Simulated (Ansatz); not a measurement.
Selenium (P3_121, 3 atoms a cell), computed twice by G0W0.

The structure is trigonal, space group P3_121 (No. 152). Conventional cell: a = 4.366 Å, b = 4.366 Å, c = 4.954 Å, α = 90.00°, β = 90.00°, γ = 120.00°. Nearest to Se lie 2 Se at 2.37 Å.

```xyz
3
Lattice="4.3662 0.0000 0.0000 -2.1831 3.7812 0.0000 0.0000 0.0000 4.9536" Properties=species:S:1:pos:R:3 pbc="T T T"
Se    0.9841    0.0000    1.6512
Se   -0.4921    0.8523    3.3024
Se    1.6910    2.9289    0.0000
```

The cell and positions come from the Crystallography Open Database and are kept as given unless a step says otherwise.

The first (Ansatz 0.2.0; start PBE, 6×6×4 mesh, 341 empty bands, screening to 150 eV, PAW set soft_1 files; 1 × NVIDIA H100 80GB HBM3 (shared by 6 runs) with 3 threads of AMD EPYC 7R13 (Zen 3), shared host) gave, on its mesh: starting gap 1.02 eV, G0W0 gap 1.72 eV, RPA ε∞ (mean) 10.66, 72 s.

The second gave: starting gap 2.67 eV, G0W0 gap 2.60 eV, RPA ε∞ (mean) 5.45, 2 min.

What was changed in the input? Choose among start, files, mesh, bands and cutoff, frequency model or another key.

Changed: start from PBE to PBE with 50 % screened exact exchange. A jump of this size in the start, with ε∞ moving the other way, marks another functional. Other changes could give like numbers; this is the one that was made.

Limits: not at the basis limit; no spin-orbit coupling.

[Paths, hosts, dates, memory and timing lines, banners, echoed tables and standing remarks are left out of the program output.]

[Logs are printed without paths, hosts, clocks, repeated set-up lines and the standing remarks that a program may print on its own settings, such as how far it seeks lower states.]

[Runs of the session that timed out or met a known fault of the program may be left out.]

[Cells called generated may have been cut or substituted from an entry of the Crystallography Open Database or the Materials Project.]

[Hosts, paths, dates, database ids (printed as entryN), source tags and the programs' standing remarks are cut or masked in the printed files.]
